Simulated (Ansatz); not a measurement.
**Lattice dynamics of Mg (Im-3m, 1 atom in the cell)**

Wanted: phonon frequencies of Mg (Im-3m, 1 atom in the cell) and what follows from them.

Main program and level: Ansatz 0.2.0; DFT PBEsol, scalar-relativistic, plane waves, PAW.

This is not the structure that Mg takes at ambient pressure and room temperature (hexagonal, No. 194); it is a model or a phase of other conditions.

**1. The starting structure**

The structure is cubic, space group Im-3m (No. 229). Conventional cell: a = 3.546 Å, b = 3.546 Å, c = 3.546 Å, α = 90.00°, β = 90.00°, γ = 90.00°. Nearest to Mg lie 8 Mg at 3.07 Å.

**2. Bringing the structure to rest**

Harmonic phonons are second derivatives at a point where the forces vanish, and they are wanted at zero stress, so atoms and cell are relaxed first.

The input, input.yaml:

```yaml
crystal:
  lattice:
    - [-1.7727644967, 1.7727644967, 1.7727644967]
    - [1.7727644967, -1.7727644967, 1.7727644967]
    - [1.7727644967, 1.7727644967, -1.7727644967]
  atoms:
    - { symbol: Mg, position: [0.0, 0.0, 0.0] }
kpoints:
  mp_grid: { grid: [16, 16, 16] }
hamiltonian:
  xc: pbesol
scf:
  occupations: { method: gaussian, width: 0.1 }
output:
  forces: true
  stress: true
  eigenvalues: true
  write_density: true
  write_potential: true
  elf: true
  volumetric_format: npy
relax:
  adjacent_minimum: "off"
  f_tol: 0.005
  max_steps: 80
  cell: { stress_tol: 0.05 }
```

The run is started by

```
$ ansatz run input.yaml --threads 4 --pin off --max-ram 7168MiB --backend cpu --events-out ev --progress --plain --runs-dir out
```

Numbers of over 12 decimals in the logs are rounded to 6 here.

The program printed:

```text
Engine: ansatz 0.2.0, x86_64-unknown-linux-gnu
Pseudopotentials: kind: paw
Pseudopotential: Mg, paw, valence charge 10, recommended cutoff 420 eV (normal), Mg.paw.azcp
Functional definition: PBEsol
  exchange = pbesol_x
  correlation = pbesol_c
Crystal: 1 atoms, lattice volume = 22.285 Å³
Basis set: ecut = 420 eV, 429 PW (Γ), exchange–correlation on 48×48×48 points (8 copies of the dense FFT grid, shifted against one another)
Bands: 9, of which v1, the nominal top of the filled ones, is band 5 counted from 1 (4 counted from 0)
Symmetry: 48 space group operations
Space group: Im-3m (ITA 229), of the structure as read, at distance tolerance 2.8e-5 Å
k-points: 145 of 4096
Non-local potential: Mg, projectors of the file, l = 0: 3, l = 1: 2, l = 2: 1
PAW form: soft (Blöchl's): semilocal exchange-correlation on the pseudo side does not see the compensation charge
PAW frozen core: Mg, regenerated for the run's functional, and the local potential with it (the file was generated under x = pbe(κ = 0.804, μ = 0.219515), c = pbe(β = 0.066725))
PAW one-centre angular grid: Mg, 110 points (default); XC on 64 Gauss nodes
Initial density: superposition of atomic densities (neutral atoms: chi_scale 0, normalization atom), corrected by the library's trained network
Initial wavefunctions: pseudopotential atomic-orbital guess
Functional: x = pbesol(κ = 0.804, μ = 0.123457), c = pbesol(β = 0.046)
SCF iter   1: F=—  HF=-1912.023769 eV  |F-HF|=—  |Δ(HF+E_count)|=         —  Δρ=1.96e-3  dr2=3.16e-4  ethr=1.77e-3  ⟨swp⟩=5.4  Hψ=9127  notcnv=0
preconditioner: auto → none  [metal: Δε(μ)=0.057 eV  Ē_g=10.206 eV  σ=0.100 eV  W_gap=0.30  n_scr=0 (ndim 8)  ℏωp=11.1 eV  f_vac=0.000  D(μ)=0.45/eV (n_scr^D=0)]
SCF iter   2: F=—  HF=-1912.023303 eV  |F-HF|=—  |Δ(HF+E_count)|=   4.66e-4  Δρ=5.30e-4  dr2=2.34e-5  ethr=3.16e-6  ⟨swp⟩=2.4  Hψ=3164  notcnv=0
SCF iter   3: F=—  HF=-1912.023279 eV  |F-HF|=—  |Δ(HF+E_count)|=   2.35e-5  Δρ=8.00e-5  dr2=7.50e-7  ethr=2.34e-7  ⟨swp⟩=2.0  Hψ=2012  notcnv=0  defer=1
iter 4 did not close the SCF: its close was put off for the readings that it lacked (scf_convergence_deferred on its scf_iter line)
SCF iter   4: F=-1912.023280 eV  HF=-1912.023280 eV  |F-HF|=6.93e-8  |Δ(HF+E_count)|=   5.71e-7  Δρ=1.96e-5  dr2=2.71e-8  ethr=7.50e-9  ⟨swp⟩=2.0  Hψ=1889  notcnv=0  defer=1
iter 5 did not close the SCF: its close was put off for the readings that it lacked (scf_convergence_deferred on its scf_iter line)
SCF iter   5: F=-1912.023280 eV  HF=-1912.023280 eV  |F-HF|=8.13e-10  |Δ(HF+E_count)|=   4.38e-8  Δρ=2.40e-6  dr2=3.23e-10  ethr=2.71e-10  ⟨swp⟩=2.0  Hψ=2019  notcnv=0  defer=1
SCF iter   6: F=-1912.023280 eV  HF=-1912.023280 eV  |F-HF|=1.27e-11  |Δ(HF+E_count)|=  5.08e-10  Δρ=2.61e-7  dr2=5.70e-12  ethr=3.23e-12  ⟨swp⟩=4.2  Hψ=5600  notcnv=0
SCF 1 converged in 6 iterations: F = -1912.023280 eV  dr2 = 5.70e-12
  greatest PAW one-centre occupation: 1.000 electrons in one spin orbital (limit 2), on the Mg atom at site 0 (counted from 0), in its partial waves of l = 0
relax step   1: F+E_penalty+E_count = -1912.02327970 eV  Δ(F+E_penalty+E_count) = +0.000e0 eV  max|allowed force component| = 0.000e0 eV/Å  Δτ_max = 0.0000 Å  P = +0.349 GPa  Ω = 22.285 Å³  (6 SCF iters, dr2 threshold 1.00e-7 eV, accepted)
Crystal: 1 atoms, lattice volume = 22.445 Å³
Initial density: handed on by an earlier stage of this run
Initial wavefunctions: those handed on with the density
iter 1 solved again at ethr=9.26e-9 eV; its pass at ethr=3.10e-3 eV (dr2=9.26e-7 eV) is discarded
SCF iter   1: F=—  HF=-1912.023496 eV  |F-HF|=—  |Δ(HF+E_count)|=         —  Δρ=6.27e-5  dr2=1.02e-6  ethr=9.26e-9  ⟨swp⟩=3.2  Hψ=12728  notcnv=0
preconditioner: auto → none  [metal: Δε(μ)=0.047 eV  Ē_g=10.159 eV  σ=0.100 eV  W_gap=0.25  n_scr=0 (ndim 8)  ℏωp=11.1 eV  f_vac=0.000  D(μ)=0.45/eV (n_scr^D=0)]
SCF iter   2: F=—  HF=-1912.023493 eV  |F-HF|=—  |Δ(HF+E_count)|=   2.45e-6  Δρ=2.95e-5  dr2=2.21e-7  ethr=9.26e-9  ⟨swp⟩=1.1  Hψ=1315  notcnv=0
SCF iter   3: F=-1912.023493 eV  HF=-1912.023493 eV  |F-HF|=9.96e-11  |Δ(HF+E_count)|=   2.92e-7  Δρ=5.92e-7  dr2=3.40e-11  ethr=1.00e-9  ⟨swp⟩=7.8  Hψ=8128  notcnv=0
SCF 2 converged in 3 iterations: F = -1912.023493 eV  dr2 = 3.40e-11
relax step   2: F+E_penalty+E_count = -1912.02349300 eV  Δ(F+E_penalty+E_count) = -2.133e-4 eV  max|allowed force component| = 0.000e0 eV/Å  Δτ_max = 0.0000 Å  P = +0.085 GPa  Ω = 22.445 Å³  energy of the carried Pulay correction = -2.015e-6 eV  (3 SCF iters, dr2 threshold 1.00e-7 eV, accepted)
Crystal: 1 atoms, lattice volume = 22.496 Å³
iter 1 solved again at ethr=9.54e-10 eV; its pass at ethr=3.10e-3 eV (dr2=9.54e-8 eV) is discarded
SCF iter   1: F=—  HF=-1912.023508 eV  |F-HF|=—  |Δ(HF+E_count)|=         —  Δρ=2.04e-5  dr2=1.07e-7  ethr=9.54e-10  ⟨swp⟩=3.3  Hψ=12775  notcnv=0
preconditioner: auto → none  [metal: Δε(μ)=0.044 eV  Ē_g=10.144 eV  σ=0.100 eV  W_gap=0.23  n_scr=0 (ndim 8)  ℏωp=11.1 eV  f_vac=0.000  D(μ)=0.46/eV (n_scr^D=0)]
SCF iter   2: F=—  HF=-1912.023506 eV  |F-HF|=—  |Δ(HF+E_count)|=   1.61e-6  Δρ=9.59e-6  dr2=2.29e-8  ethr=9.54e-10  ⟨swp⟩=1.1  Hψ=1318  notcnv=0
SCF iter   3: F=-1912.023506 eV  HF=-1912.023506 eV  |F-HF|=1.30e-11  |Δ(HF+E_count)|=   3.02e-8  Δρ=2.32e-7  dr2=4.75e-12  ethr=1.80e-10  ⟨swp⟩=6.1  Hψ=5092  notcnv=0
SCF 3 converged in 3 iterations: F = -1912.023506 eV  dr2 = 4.75e-12
relax step   3: F+E_penalty+E_count = -1912.02350620 eV  Δ(F+E_penalty+E_count) = -1.320e-5 eV  max|allowed force component| = 0.000e0 eV/Å  Δτ_max = 0.0000 Å  P = +0.001 GPa  Ω = 22.496 Å³  energy of the carried Pulay correction = -2.664e-6 eV  (3 SCF iters, dr2 threshold 1.80e-8 eV, accepted)
Initial wavefunctions: pseudopotential atomic-orbital guess (no wavefunctions were taken with the density)
iter 1 solved again at ethr=6.18e-9 eV; its pass at ethr=3.10e-3 eV (dr2=6.18e-7 eV) is discarded
SCF iter   1: F=—  HF=-1912.023510 eV  |F-HF|=—  |Δ(HF+E_count)|=         —  Δρ=1.37e-6  dr2=5.47e-11  ethr=6.18e-9  ⟨swp⟩=3.7  Hψ=13259  notcnv=0
SCF iter   2: F=—  HF=-1912.023509 eV  |F-HF|=—  |Δ(HF+E_count)|=   1.48e-6  Δρ=6.75e-7  dr2=1.30e-11  ethr=1.00e-12  ⟨swp⟩=2.1  Hψ=2051  notcnv=0
SCF iter   3: F=-1912.023509 eV  HF=-1912.023509 eV  |F-HF|=2.27e-12  |Δ(HF+E_count)|=  1.43e-11  Δρ=9.39e-8  dr2=5.81e-13  ethr=1.00e-12  ⟨swp⟩=6.2  Hψ=5917  notcnv=0
SCF 4 converged in 3 iterations: F = -1912.023509 eV  dr2 = 5.81e-13
relax step   4: F+E_penalty+E_count = -1912.02350851 eV  Δ(F+E_penalty+E_count) = -2.315e-6 eV  max|allowed force component| = 0.000e0 eV/Å  Δτ_max = 0.0000 Å  P = +0.001 GPa  Ω = 22.496 Å³  stress off target by 1.15e-3 GPa  SCF on the basis re-selected at this cell (its energy is not comparable with the rows above)  (3 SCF iters)
basis re-selected at this cell: Δ(F+E_penalty+E_count) = -2.315e-6 eV, ΔP = -0.000 GPa vs the last step (what re-selecting the basis moved, of the pressure what is left beyond the Pulay correction that the steps carried, after the strain that the cell walked since its last selection, with what the two solves' SCF thresholds leave and, on support functions, any second-order correction that the steps lacked; it is no measure of the basis error at this ecutwfc). This SCF's stress stands 1.15e-3 GPa from its target on what of the cell is left free (relax.cell.stress_tol is 5.00e-2 GPa) and its largest allowed force component is 0.00e0 eV/Å (relax.f_tol is 5.00e-3 eV/Å): [rest of the remark cut]
SCF converged after 3 iterations
Free energy (F): -1912.023509 eV
Harris-Foulkes:  -1912.023509 eV  (|F-HF|=2.27e-12)
Internal energy: -1912.021233 eV  (E = F + TS)
E sigma→0 (E₀):  -1912.022371 eV
Entropy (-TS):   -0.002276 eV (-2.276 meV/atom)
Fermi energy:    5.809434 eV
--- Per-component energies (eV) ---
  E_band       = -354.614056
  E_kinetic    = 74.964172
  E_local      = -1612.047849  (includes V_loc(G=0)·N_el)
  E_nonlocal   = 96.398295
  E_hartree    = 574.765666
  E_xc         = -28.174934
  E_vxc        = -36.529074  (∫ρ·V_xc dr)
  E_paw        = -281.296332  (= ΣΔE_a)
  E_vpaw       = -26.930901  (= ΣTr[D̂ρ^β])
  E_aug_tail   = -0.000002  (compensation charges beyond the density's cutoff)
  E_ewald      = -736.689110
  E_core_change = 0.058862  (= ΣΔE_core)
  E_smearing   = -0.002276  (= −TS)
  E_closure    = 0.000000  (closes the sum)
  Σ components = -1912.023509   (vs F -1912.023509, Δ=0.00e0)
--- Forces (eV/Å), atoms counted from 1 ---
  atom   1  Mg     0.00000000    -0.00000000    -0.00000000
  max |Σ_I F_I| component: 3.70e-31 eV/Å
--- Stress (GPa, compression-positive) ---
        0.001150       0.000000       0.000000
        0.000000       0.001150      -0.000000
       -0.000000      -0.000000       0.001150
  P = ⅓ Tr σ = 0.0012 GPa (0.012 kbar)
--- Band table (eV; the first three rows and the last of 145) ---
  k-point 0: bands = ["-69.8769", "-36.8000", "-36.8000", "-36.8000", "-1.2394", "18.9424", "18.9424", "18.9424", "20.9828"]
  k-point 1: bands = ["-69.8768", "-36.8014", "-36.8005", "-36.8000", "-1.1459", "17.8386", "18.4622", "18.4984", "20.0375"]
  k-point 2: bands = ["-69.8764", "-36.8053", "-36.8019", "-36.8000", "-0.8660", "15.7246", "17.5595", "17.7256", "19.0150"]
  k-point 144: bands = ["-69.8705", "-36.8271", "-36.8271", "-36.8271", "9.6943", "9.6943", "9.6943", "9.8053", "9.8053"]
--- Relaxed structure (3 steps of the walk, 3 accepted, 1 SCFs on fresh bases) ---
  F+E_penalty+E_count = -1912.02350851 eV   max|allowed force component| = 0.000e0 eV/Å   (the final SCF, on the basis selected at the relaxed cell)
  cell:  # Å, volume = 22.4964 Å³
    - [-1.778351, 1.778351, 1.778351]
    - [1.778351, -1.778351, 1.778351]
    - [1.778351, 1.778351, -1.778351]
  atoms:
    - { symbol: Mg, position: [0.0, 0.0, 0.0] }
```

The job ended after 4.9 s (4 threads of AMD EPYC 7R43, shared host; peak memory 0.32 GiB; 13 s of CPU time).

The steps of the relaxation:

| step | energy less that of the first step (eV) | largest force component (eV/Å) | pressure (GPa) | volume (Å³) |
| --- | --- | --- | --- | --- |
| 1 | 0.0000 | 0.0000 | 0.35 | 22.29 |
| 2 | -0.0002 | 0.0000 | 0.08 | 22.44 |
| 3 | -0.0002 | 0.0000 | 0.00 | 22.50 |
| 4* | -0.0002 | 0.0000 | 0.00 | 22.50 |

Relaxation steps marked * repeat the geometry before them on a plane-wave basis chosen anew for their cell, so energy and pressure can jump there.

| conventional cell, symmetrised | before | after | change |
| --- | --- | --- | --- |
| a (Å) | 3.546 | 3.557 | +0.3 % |
| b (Å) | 3.546 | 3.557 | +0.3 % |
| c (Å) | 3.546 | 3.557 | +0.3 % |
| volume (Å³/atom) | 22.29 | 22.50 | +0.9 % |

The relaxed structure:

```xyz
1
Lattice="-1.7784 1.7784 1.7784 1.7784 -1.7784 1.7784 1.7784 1.7784 -1.7784" Properties=species:S:1:pos:R:3 pbc="T T T"
Mg    0.0000    0.0000    0.0000
```

Numbers from this step:

```
pressure          : 0.001150 GPa
volume per atom   : 22.50 Å³
gap on the k-mesh : 0 eV
```

Valence density in the ac plane of the conventional cell at fractional y = 0.000, with atoms of Mg within 0.2 Å of it. It is the smooth field of the valence electrons, not physical close to the nuclei.

Ten steps, logarithmic in the rise over the least value, from '0' (0 e/Å³) to '9' (28 e/Å³), each cell a mean:
```
98410000000168
65200000000036
21000000000001
00000000000000
00000000000000
00000000000000
00000000000000
00000000000000
00000000000000
00000000000000
10000000000001
54100000000024
87400000000158
98510000000269
```
Columns run along a (3.6 Å), rows up along c (3.6 Å), edges of the conventional cell, whose origin can differ from the input's. Atoms in or near the plane, at fractional coordinates: Mg at (0.00, 0.00).

Electrostatic potential energy in the ac plane of the conventional cell at fractional y = 0.000, with atoms of Mg within 0.2 Å of it. With pseudopotentials it is smooth inside the atoms' cores, unlike the true potential.

Ten even steps from '_' (-65 eV) to '@' (8 eV), each cell a mean:
```
____++%%@@@@@@@@@@@@%%##--__
::--**%%@@@@@@@@@@@@@@%%++--
**##%%@@@@@@@@@@@@@@@@%%%%##
%%%%@@@@@@@@@@@@@@@@@@@@@@%%
@@@@@@@@@@@@@@@@@@@@@@@@@@@@
@@@@@@@@@@@@@@@@@@@@@@@@@@@@
@@@@@@@@@@@@@@@@@@@@@@@@@@@@
@@@@@@@@@@@@@@@@@@@@@@@@@@@@
@@@@@@@@@@@@@@@@@@@@@@@@@@@@
@@@@@@@@@@@@@@@@@@@@@@@@@@@@
##%%%%@@@@@@@@@@@@@@@@@@%%%%
==++##%%@@@@@@@@@@@@@@%%**++
__..++%%@@@@@@@@@@@@%%##--__
____==##@@@@@@@@@@@@%%**::__
```
Columns run along a (3.6 Å; values clipped at the 3rd and 97th percentile), rows up along c (3.6 Å), edges of the conventional cell, whose origin can differ from the input's. Atoms in or near the plane, at fractional coordinates: Mg at (0.00, 0.00).

ELF in the ac plane of the conventional cell at fractional y = 0.000, with atoms of Mg within 0.2 Å of it. It is the smooth field of the valence electrons, not physical close to the nuclei.

Ten even steps from '_' (0.08) to '@' (0.55), each cell a mean:
```
==**==__..**@@@@%%==__..****
**++::__::##@@@@@@**..__==**
::..__..++@@@@@@@@%%==____..
____::++%%@@@@@@@@@@##==..__
==++##%%@@@@@@@@@@@@@@%%**==
%%%%@@@@@@@@@@@@@@@@@@@@@@%%
@@@@@@@@@@@@@@@@@@@@@@@@@@@@
@@@@@@@@@@@@@@@@@@@@@@@@@@@@
**##%%@@@@@@@@@@@@@@@@@@##**
__..--##@@@@@@@@@@@@%%++::..
______::##@@@@@@@@%%++..____
++==..__--%%@@@@@@##::__::==
++**==__..##@@@@%%++__..++**
--++++____**@@@@%%==__::**==
```
Columns run along a (3.6 Å), rows up along c (3.6 Å), edges of the conventional cell, whose origin can differ from the input's. Atoms in or near the plane, at fractional coordinates: Mg at (0.00, 0.00).

In this step the volume went from 22.29 to 22.50 Å³/atom.

**3. Relaxing to small forces for the phonons**

Phonons need a cell at rest on their own settings, so the relaxation is repeated with tight tolerances on forces and stress, using the mesh and the filling of the phonon run that follows.

The input, input.yaml:

```yaml
crystal:
  lattice:
    - [-1.778350961, 1.778350961, 1.778350961]
    - [1.778350961, -1.778350961, 1.778350961]
    - [1.778350961, 1.778350961, -1.778350961]
  atoms:
    - { symbol: Mg, position: [0.0, 0.0, 0.0] }
kpoints:
  mp_grid: { grid: [16, 16, 16] }
hamiltonian:
  xc: pbesol
scf:
  occupations: { method: methfessel_paxton, width: 0.15 }
output:
  forces: true
  stress: true
  eigenvalues: true
relax:
  adjacent_minimum: "off"
  f_tol: 0.001
  max_steps: 60
  cell: { stress_tol: 0.01 }
```

The program printed:

```text
[...]
Crystal: 1 atoms, lattice volume = 22.496 Å³
Basis set: ecut = 420 eV, 429 PW (Γ), exchange–correlation on 48×48×48 points (8 copies of the dense FFT grid, shifted against one another)
Bands: 9, of which v1, the nominal top of the filled ones, is band 5 counted from 1 (4 counted from 0)
Symmetry: 48 space group operations
[...]
k-points: 145 of 4096
[...]
P = ⅓ Tr σ = -0.0036 GPa (-0.036 kbar)
--- Band table (eV; the first three rows and the last of 145) ---
[...]
--- Relaxed structure (1 steps of the walk, 1 accepted, 1 SCFs on fresh bases) ---
[...]
cell:  # Å, volume = 22.4964 Å³
    - [-1.778350961, 1.778350961, 1.778350961]
    - [1.778350961, -1.778350961, 1.778350961]
    - [1.778350961, 1.778350961, -1.778350961]
  atoms:
    - { symbol: Mg, position: [0.0, 0.0, 0.0] }
[key lines of the parts left out:]
SCF converged after 4 iterations
Free energy (F): -1912.022297 eV
Fermi energy:    5.809217 eV
```

Elapsed: 2.6 s, on 4 threads; peak memory 0.35 GiB.

Little changed from the start: no atom moved by 0.005 Å and no cell edge by 0.1 %.

Numbers from this step:

| Quantity | Value |
| --- | --- |
| pressure | -0.003571 GPa |

The forces vanish by symmetry and the pressure is -0.004 GPa, within the tolerances set. The cell now holds 22.50 Å³/atom.

(Part 1 of 2 ends here.)

[Logs are printed without paths, hosts, clocks, repeated set-up lines and the standing remarks that a program may print on its own settings, such as how far it seeks lower states.]

[Hosts, paths, dates, database ids (printed as entryN), source tags and the programs' standing remarks are cut or masked in the printed files.]
